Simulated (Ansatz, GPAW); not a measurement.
# Work function of a 2-layer slab of Fe(100) at several levels

Wanted: work functions and dipole of a 2-layer slab of Fe(100), with the cost of each level.

Main program and level: GPAW 26.7.0 and Ansatz 0.2.0; GPAW, PAW setups; slab in vacuum, in the first sound run; inputs show where later runs differ.

Most raw output is cut from this account.

## Step 1: Starting point

The cell holds 2 atoms: 2 Fe. Cell: a = 2.870 Å, b = 2.870 Å, c = 17.435 Å, α = 90.0°, β = 90.0°, γ = 90.0°. Vacuum lies along c.

## Step 2: Relaxing the atoms

The atoms are relaxed first, since the surface dipole, and with it the work function, follows the positions of the outer layers. The lowest 1 atoms are held at bulk positions and keep their forces.

Contents of run.py:

```python
import json
import numpy as np
from ase import Atoms
from ase.constraints import FixAtoms
from ase.optimize import BFGS
from gpaw import GPAW, PW

slab = Atoms(
    ['Fe', 'Fe'],
    positions=[
        [1.43500, 1.43500, 8.00000],
        [0.00000, 0.00000, 9.43500]],
    cell=[[2.87, 0.0, 0.0], [0.0, 2.87, 0.0], [0.0, 0.0, 17.435]],
    pbc=[True, True, False],
    magmoms=[2.5, 2.5])

slab.calc = GPAW(mode=PW(400), xc='PBE', kpts={'size': (11, 11, 1), 'gamma': True},
                 occupations={'name': 'fermi-dirac', 'width': 0.1}, nbands='140%',
                 convergence={'density': 0.0001}, maxiter=200,
                 poissonsolver={'dipolelayer': 'xy'},
                 symmetry={'tolerance': 1e-3}, txt='slab.txt')
result = {}
slab.set_constraint(FixAtoms([0]))
path = []
opt = BFGS(slab, maxstep=0.2)
opt.attach(lambda: path.append((slab.get_potential_energy(), slab.positions.tolist(), slab.get_forces().tolist())))
result['relaxed'] = bool(opt.run(fmax=0.05, steps=30))
result['path'] = path
energy = slab.get_potential_energy()
fermi = slab.calc.get_fermi_level()
v = slab.calc.get_electrostatic_potential().mean((0, 1)) - fermi
n = slab.calc.get_pseudo_density().mean((0, 1))
L = slab.cell[2, 2]
z = np.arange(len(v)) * L / len(v)
low, high = slab.positions[:, 2].min(), slab.positions[:, 2].max()
below, above = np.interp([low - 5.8, high + 5.8], z, v)
slopes = [np.interp(x, z, np.gradient(v, z)) for x in (low - 5.8, high + 5.8)]
eps = np.array([[slab.calc.get_eigenvalues(k, s) for k in range(len(slab.calc.get_ibz_k_points()))]
                for s in range(slab.calc.get_number_of_spins())]) - fermi
top, bottom = eps[eps < 0].max(), eps[eps > 0].min()
dipole = slab.get_dipole_moment()[2]
print(f'energy {energy:.4f} eV, Fermi level {fermi:.4f} eV, dipole {dipole:.5f} e A')
print(f'potential 5.8 A off the faces, from the Fermi level: lower {below:.4f} eV, upper {above:.4f} eV')
print(f'slope of the potential there: lower {slopes[0]:.5f}, upper {slopes[1]:.5f} eV/A')
print(f'nearest levels on the mesh: {top:.4f} and {bottom:.4f} eV')
print('magnetic moment', round(slab.get_magnetic_moment(), 3))
result.update(energy=energy, fermi=fermi, dipole=dipole, below=below, above=above, slopes=slopes, edges=[top, bottom],
              z=z.tolist(), v=v.tolist(), n=n.tolist(), positions=slab.positions.tolist(),
              forces=slab.get_forces(apply_constraint=False).tolist(), moments=slab.get_magnetic_moments().tolist())
json.dump(result, open('result.json', 'w'))
```

On the command line:

```bash
$ OMP_NUM_THREADS=1 OPENBLAS_NUM_THREADS=2 python run.py
```

Wall time 3.9 min (2 threads of Arm Neoverse N1, shared host); peak memory 0.19 GiB.

Relaxation path:

| step | energy less that of the first step (eV) | largest force (eV/Å) |
| --- | --- | --- |
| 1 | 0.0000 | 0.6366 |
| 2 | -0.0061 | 0.5987 |
| 3 | -0.0539 | 0.0956 |
| 4 | -0.0534 | 0.0127 |

The atoms that moved most (Å):

| atom | dx | dy | dz | length |
| --- | --- | --- | --- | --- |
| Fe2 | 0.000 | 0.000 | -0.133 | 0.133 |

The relaxed structure:

```
Fe
1.0
     2.87000    0.00000    0.00000
     0.00000    2.87000    0.00000
     0.00000    0.00000   17.43500
Fe
2
Direct
  0.50000 0.50000 0.45885
  0.00000 0.00000 0.53353
```

This step gave:

| Quantity | Value |
| --- | --- |
| dipole along the normal | -3.15e-4 e·Å |
| levels nearest the Fermi level on the mesh | -0.006268, 0.005973 eV from the Fermi level |
| upper work function | 3.998 eV |
| lower work function | 3.998 eV |
| site moments | 2.796, 2.796 μB |
| sum of the site moments | 5.592 μB |

The electrostatic potential energy of an electron (without an applied field's), less the Fermi level, planar mean by z:

| z (Å) | electrostatic potential energy of an electron (without an applied field's), less the Fermi level, planar mean (eV) |
| --- | --- |
| 0 | 4.00 |
| 1 | 4.00 |
| 2 | 4.00 |
| 3 | 4.00 |
| 4 | 4.00 |
| 5 | 3.97 |
| 6 | 3.72 |
| 7 | 1.10 |
| 8 | -14.6 |
| 9 | -11.3 |
| 10 | -1.96 |
| 11 | 3.43 |
| 12 | 3.94 |
| 13 | 3.99 |
| 14 | 4.00 |
| 15 | 4.00 |
| 16 | 4.00 |
| 17 | 4.00 |

Pseudo valence density, planar mean against z:

z (Å), pseudo valence density, planar mean (e/Å³) and a bar:
```
        4       0.00 
        5       0.00 
        6       0.01 
        7       0.10 ###
        8       1.01 ##############################
        9       0.73 ######################
       10       0.22 ######
       11       0.02 #
       12       0.00 
       13       0.00 
       14       0.00
```

Site moment by atom:

| atom | site moment (μB) |
| --- | --- |
| Fe1 | 2.80 |
| Fe2 | 2.80 |

The relaxation lowered the energy of the cell by 0.0534 eV (energies extrapolated to zero smearing; the optimiser's log prints free energies). The largest force left on a free atom is 0.013 eV/Å.

## Step 3: The slab's potential

With the geometry fixed, the planar mean of the potential gives the vacuum level on each side.

run.py, as its differences from that of step 2:

```diff
@@ -3,4 +3,2 @@
 from ase import Atoms
-from ase.constraints import FixAtoms
-from ase.optimize import BFGS
 from gpaw import GPAW, PW
@@ -11,3 +9,3 @@
         [1.43500, 1.43500, 8.00000],
-        [0.00000, 0.00000, 9.43500]],
+        [0.00000, 0.00000, 9.30211]],
     cell=[[2.87, 0.0, 0.0], [0.0, 2.87, 0.0], [0.0, 0.0, 17.435]],
@@ -18,3 +16,3 @@
                  occupations={'name': 'fermi-dirac', 'width': 0.1}, nbands='140%',
-                 convergence={'density': 0.0001}, maxiter=200,
+                 convergence={'density': 1e-05}, maxiter=200,
                  poissonsolver={'dipolelayer': 'xy'},
@@ -22,8 +20,2 @@
 result = {}
-slab.set_constraint(FixAtoms([0]))
-path = []
-opt = BFGS(slab, maxstep=0.2)
-opt.attach(lambda: path.append((slab.get_potential_energy(), slab.positions.tolist(), slab.get_forces().tolist())))
-result['relaxed'] = bool(opt.run(fmax=0.05, steps=30))
-result['path'] = path
 energy = slab.get_potential_energy()
```

Run time: 67 s. Hardware: 2 threads; peak memory 0.19 GiB.

Numbers from this step:

| Property | Result |
| --- | --- |
| dipole along the normal | -1.62e-4 e·Å |
| levels nearest the Fermi level on the mesh | -0.006275, 0.006033 eV from the Fermi level |

Electrostatic potential energy of an electron (without an applied field's), less the Fermi level, planar mean against z:

(Unchanged from step 2.)

The pseudo valence density, planar mean by z:

| z (Å) | pseudo valence density, planar mean (e/Å³) |
| --- | --- |
| 4 | 8.1e-5 |
| 5 | 8.3e-4 |
| 6 | 0.00856 |
| 7 | 0.0957 |
| 8 | 1.01 |
| 9 | 0.734 |
| 10 | 0.216 |
| 11 | 0.0172 |
| 12 | 0.00169 |
| 13 | 1.6e-4 |
| 14 | 1.6e-5 |

The potential is flat to 1.9e-4 eV/Å where it is read, so the vacuum is wide enough.

## Step 4: Self-consistent run: xc = "vdW-DF2"

The same geometry under vdW-DF2, to see how far the functional moves the levels against the vacuum (the van der Waals functionals take revPBE setups).

run.py, as its differences from that of step 3:

```diff
@@ -14,3 +14,3 @@
 
-slab.calc = GPAW(mode=PW(400), xc='PBE', kpts={'size': (11, 11, 1), 'gamma': True},
+slab.calc = GPAW(mode=PW(400), xc='vdW-DF2', kpts={'size': (11, 11, 1), 'gamma': True},
                  occupations={'name': 'fermi-dirac', 'width': 0.1}, nbands='140%',
```

Wall time 6.4 min (2 threads); peak memory 0.29 GiB.

Numbers from this step:

```
dipole along the normal                    : -1.49e-4 e·Å
levels nearest the Fermi level on the mesh : -0.007580, 0.004776 eV from the Fermi level
upper work function                        : 4.509 eV
lower work function                        : 4.509 eV
site moments                               : 2.700, 2.700 μB
sum of the site moments                    : 5.400 μB
```

Table of electrostatic potential energy of an electron (without an applied field's), less the Fermi level, planar mean by z:

z (Å), electrostatic potential energy of an electron (without an applied field's), less the Fermi level, planar mean (eV) and a bar from the least value:
```
        0        4.5 ##############################
        1        4.5 ##############################
        2        4.5 ##############################
        3        4.5 ##############################
        4        4.5 ##############################
        5        4.5 ##############################
        6        4.1 #############################
        7        1.4 #########################
        8      -14.4 
        9      -11.2 #####
       10       -1.8 ####################
       11        3.8 #############################
       12        4.4 ##############################
       13        4.5 ##############################
       14        4.5 ##############################
       15        4.5 ##############################
       16        4.5 ##############################
       17        4.5 ##############################
```

The pseudo valence density, planar mean by z:

| z (Å) | pseudo valence density, planar mean (e/Å³) |
| --- | --- |
| 0.00 | 0 |
| 0.43 | 0 |
| 0.86 | 0 |
| 1.29 | 0 |
| 1.94 | 2.3e-6 |
| 2.37 | 5.2e-6 |
| 2.80 | 1.1e-5 |
| 3.23 | 2.4e-5 |
| 3.66 | 5.9e-5 |
| 4.09 | 1.5e-4 |
| 4.74 | 6.1e-4 |
| 5.17 | 0.00153 |
| 5.60 | 0.00385 |
| 6.03 | 0.00980 |
| 6.46 | 0.0251 |
| 6.89 | 0.0676 |
| 7.53 | 0.386 |
| 7.96 | 1.03 |
| 8.39 | 0.608 |
| 8.83 | 0.546 |
| 9.26 | 1.04 |
| 9.69 | 0.492 |
| 10.33 | 0.0837 |
| 10.76 | 0.0302 |
| 11.19 | 0.0117 |
| 11.62 | 0.00459 |
| 12.05 | 0.00182 |
| 12.48 | 7.2e-4 |
| 13.13 | 1.8e-4 |
| 13.56 | 7.1e-5 |
| 13.99 | 3.0e-5 |
| 14.42 | 1.4e-5 |
| 14.85 | 7.0e-6 |
| 15.28 | 3.7e-6 |
| 15.93 | 0 |
| 16.36 | 0 |
| 16.79 | 0 |
| 17.22 | 0 |

Site moment by atom:

| atom | site moment (μB) |
| --- | --- |
| Fe1 | 2.70 |
| Fe2 | 2.70 |

Force by atom:

| atom | x (eV/Å) | y (eV/Å) | z (eV/Å) | size |
| --- | --- | --- | --- | --- |
| Fe1 | 0.000 | 0.000 | -0.386 | 0.386 |
| Fe2 | 0.000 | 0.000 | 0.397 | 0.397 |

The upper face's work function is 4.509 eV, against 3.998 eV in the first plane-wave PBE run at this geometry.

## Step 5: OptPBE vdW: xc = "optPBE-vdW"

The same geometry under optPBE-vdW, to see how far the functional moves the levels against the vacuum (the van der Waals functionals take revPBE setups).

run.py, as its differences from that of step 4:

```diff
@@ -14,3 +14,3 @@
 
-slab.calc = GPAW(mode=PW(400), xc='vdW-DF2', kpts={'size': (11, 11, 1), 'gamma': True},
+slab.calc = GPAW(mode=PW(400), xc='optPBE-vdW', kpts={'size': (11, 11, 1), 'gamma': True},
                  occupations={'name': 'fermi-dirac', 'width': 0.1}, nbands='140%',
```

Elapsed: 82 s, on 2 threads; peak memory 0.28 GiB.

Numbers from this step:

```
dipole along the normal                    : -1.47e-4 e·Å
levels nearest the Fermi level on the mesh : -0.003140, 0.03435 eV from the Fermi level
upper work function                        : 4.249 eV
lower work function                        : 4.249 eV
site moments                               : 2.761, 2.761 μB
sum of the site moments                    : 5.522 μB
```

Electrostatic potential energy of an electron (without an applied field's), less the Fermi level, planar mean against z:

| z (Å) | electrostatic potential energy of an electron (without an applied field's), less the Fermi level, planar mean (eV) |
| --- | --- |
| 0 | 4.25 |
| 1 | 4.25 |
| 2 | 4.25 |
| 3 | 4.25 |
| 4 | 4.24 |
| 5 | 4.21 |
| 6 | 3.91 |
| 7 | 1.21 |
| 8 | -14.4 |
| 9 | -11.2 |
| 10 | -1.86 |
| 11 | 3.60 |
| 12 | 4.17 |
| 13 | 4.24 |
| 14 | 4.25 |
| 15 | 4.25 |
| 16 | 4.25 |
| 17 | 4.25 |

The upper face's work function is 4.249 eV, against 3.998 eV in the first plane-wave PBE run at this geometry.

## Step 6: Self-consistent run

The same geometry under PBEsol, to see how far the functional moves the levels against the vacuum.

run.py, as its differences from that of step 5:

```diff
@@ -14,3 +14,3 @@
 
-slab.calc = GPAW(mode=PW(400), xc='optPBE-vdW', kpts={'size': (11, 11, 1), 'gamma': True},
+slab.calc = GPAW(mode=PW(400), xc='PBEsol', kpts={'size': (11, 11, 1), 'gamma': True},
                  occupations={'name': 'fermi-dirac', 'width': 0.1}, nbands='140%',
```

Elapsed: 1.3 s, on 2 threads; peak memory 0.1 GiB.

The program refused the input before any cycle.

The program's message: “FileNotFoundError: Could not find required PAW dataset file "Fe.PBEsol".”

## Step 7: Self-consistent run: xc = "RPBE"

The same geometry under RPBE, to see how far the functional moves the levels against the vacuum.

run.py, as its differences from that of step 6:

```diff
@@ -14,3 +14,3 @@
 
-slab.calc = GPAW(mode=PW(400), xc='PBEsol', kpts={'size': (11, 11, 1), 'gamma': True},
+slab.calc = GPAW(mode=PW(400), xc='RPBE', kpts={'size': (11, 11, 1), 'gamma': True},
                  occupations={'name': 'fermi-dirac', 'width': 0.1}, nbands='140%',
```

Elapsed: 67 s, on 2 threads; peak memory 0.19 GiB.

Numbers from this step:

| Property | Result |
| --- | --- |
| dipole along the normal | -1.56e-4 e·Å |
| levels nearest the Fermi level on the mesh | -0.002850, 0.04051 eV from the Fermi level |
| upper work function | 3.819 eV |
| lower work function | 3.819 eV |
| site moments | 2.820, 2.820 μB |
| sum of the site moments | 5.640 μB |

Electrostatic potential energy of an electron (without an applied field's), less the Fermi level, planar mean against z:

| z (Å) | electrostatic potential energy of an electron (without an applied field's), less the Fermi level, planar mean (eV) |
| --- | --- |
| 0.0 | 3.82 |
| 0.5 | 3.82 |
| 1.0 | 3.82 |
| 1.5 | 3.82 |
| 2.0 | 3.82 |
| 2.5 | 3.82 |
| 3.0 | 3.82 |
| 3.5 | 3.82 |
| 4.0 | 3.82 |
| 4.5 | 3.81 |
| 5.0 | 3.79 |
| 5.5 | 3.73 |
| 6.0 | 3.53 |
| 6.5 | 2.91 |
| 7.0 | 0.929 |
| 7.5 | -5.67 |
| 8.0 | -14.7 |
| 8.5 | -8.38 |
| 9.0 | -11.5 |
| 9.5 | -12.5 |
| 10.0 | -2.12 |
| 10.5 | 1.99 |
| 11.0 | 3.24 |
| 11.5 | 3.64 |
| 12.0 | 3.76 |
| 12.5 | 3.80 |
| 13.0 | 3.81 |
| 13.5 | 3.82 |
| 14.0 | 3.82 |
| 14.5 | 3.82 |
| 15.0 | 3.82 |
| 15.5 | 3.82 |
| 16.0 | 3.82 |
| 16.5 | 3.82 |
| 17.0 | 3.82 |

The upper face's work function is 3.819 eV, against 3.998 eV in the first plane-wave PBE run at this geometry.

## Step 8: Real-space grid: mode = "fd"

A real-space grid is a second complete basis, so it checks the plane-wave result.

run.py, as its differences from that of step 7:

```diff
@@ -3,3 +3,3 @@
 from ase import Atoms
-from gpaw import GPAW, PW
+from gpaw import GPAW
 
@@ -14,3 +14,3 @@
 
-slab.calc = GPAW(mode=PW(400), xc='RPBE', kpts={'size': (11, 11, 1), 'gamma': True},
+slab.calc = GPAW(mode='fd', h=0.18, xc='PBE', kpts={'size': (11, 11, 1), 'gamma': True},
                  occupations={'name': 'fermi-dirac', 'width': 0.1}, nbands='140%',
```

It took 6.3 min on 2 threads; peak memory 0.48 GiB.

Numbers from this step:

| Item | Value |
| --- | --- |
| dipole along the normal | -3.26e-6 e·Å |
| levels nearest the Fermi level on the mesh | -0.006481, 0.009607 eV from the Fermi level |
| upper work function | 3.994 eV |
| lower work function | 3.994 eV |
| site moments | 2.800, 2.800 μB |
| sum of the site moments | 5.601 μB |

Electrostatic potential energy of an electron (without an applied field's), less the Fermi level, planar mean against z:

| z (Å) | electrostatic potential energy of an electron (without an applied field's), less the Fermi level, planar mean (eV) |
| --- | --- |
| 0.0 | 3.99 |
| 0.5 | 3.99 |
| 1.0 | 3.99 |
| 1.5 | 3.99 |
| 2.0 | 3.99 |
| 2.5 | 3.99 |
| 3.0 | 3.99 |
| 3.5 | 3.99 |
| 4.0 | 3.99 |
| 4.5 | 3.99 |
| 5.0 | 3.97 |
| 5.5 | 3.91 |
| 6.0 | 3.71 |
| 6.5 | 3.09 |
| 7.0 | 1.10 |
| 7.5 | -5.50 |
| 8.0 | -14.6 |
| 8.5 | -8.25 |
| 9.0 | -11.3 |
| 9.5 | -12.3 |
| 10.0 | -1.95 |
| 10.5 | 2.17 |
| 11.0 | 3.43 |
| 11.5 | 3.82 |
| 12.0 | 3.94 |
| 12.5 | 3.98 |
| 13.0 | 3.99 |
| 13.5 | 3.99 |
| 14.0 | 3.99 |
| 14.5 | 3.99 |
| 15.0 | 3.99 |
| 15.5 | 3.99 |
| 16.0 | 3.99 |
| 16.5 | 3.99 |
| 17.0 | 3.99 |

The upper face's work function is 3.994 eV, against 3.998 eV in the first plane-wave PBE run at this geometry.

## Step 9: Atomic orbitals: mode = "lcao"

Atom-centred orbitals end a few angstrom from the surface, which tests how much the density's tail matters.

run.py, as its differences from that of step 8:

```diff
@@ -14,4 +14,4 @@
 
-slab.calc = GPAW(mode='fd', h=0.18, xc='PBE', kpts={'size': (11, 11, 1), 'gamma': True},
-                 occupations={'name': 'fermi-dirac', 'width': 0.1}, nbands='140%',
+slab.calc = GPAW(mode='lcao', basis='dzp', h=0.18, xc='PBE', kpts={'size': (11, 11, 1), 'gamma': True},
+                 occupations={'name': 'fermi-dirac', 'width': 0.1}, nbands='120%',
                  convergence={'density': 1e-05}, maxiter=200,
```

Elapsed: 2.8 min, on 2 threads; peak memory 0.23 GiB.

This step gave:

```yaml
dipole_along_the_normal: -3.86e-6 e·Å
levels_nearest_the_fermi_level_on_the_mesh: -0.02773, 0.02538 eV from the Fermi level
upper_work_function: 3.363 eV
lower_work_function: 3.363 eV
site_moments: 2.791, 2.791 μB
sum_of_the_site_moments: 5.582 μB
```

Electrostatic potential energy of an electron (without an applied field's), less the Fermi level, planar mean against z:

| z (Å) | electrostatic potential energy of an electron (without an applied field's), less the Fermi level, planar mean (eV) |
| --- | --- |
| 0 | 3.36 |
| 1 | 3.36 |
| 2 | 3.36 |
| 3 | 3.36 |
| 4 | 3.36 |
| 5 | 3.36 |
| 6 | 3.14 |
| 7 | 0.434 |
| 8 | -15.3 |
| 9 | -11.9 |
| 10 | -2.66 |
| 11 | 2.83 |
| 12 | 3.34 |
| 13 | 3.36 |
| 14 | 3.36 |
| 15 | 3.36 |
| 16 | 3.36 |
| 17 | 3.36 |

The upper face's work function is 3.363 eV, against 3.998 eV in the first plane-wave PBE run at this geometry.

## Step 10: Cost and result by level

Times are for 2 threads of Arm Neoverse N1, shared host. The runs compared:

| no. | run | upper work function (eV) | time | memory (GiB) |
| --- | --- | --- | --- | --- |
| 1 | pw | 3.998 | 67 s | 0.19 |
| 2 | vdW DF2 | 4.509 | 6.4 min | 0.29 |
| 3 | optPBE vdW | 4.249 | 82 s | 0.28 |
| 4 | RPBE | 3.819 | 67 s | 0.19 |
| 5 | fd | 3.994 | 6.3 min | 0.48 |
| 6 | lcao | 3.363 | 2.8 min | 0.23 |

[end of part 1 of 2]

[Logs are printed without paths, hosts, clocks, repeated set-up lines and the standing remarks that a program may print on its own settings, such as how far it seeks lower states.]

[Hosts, paths, dates, database ids (printed as entryN), source tags and the programs' standing remarks are cut or masked in the printed files.]
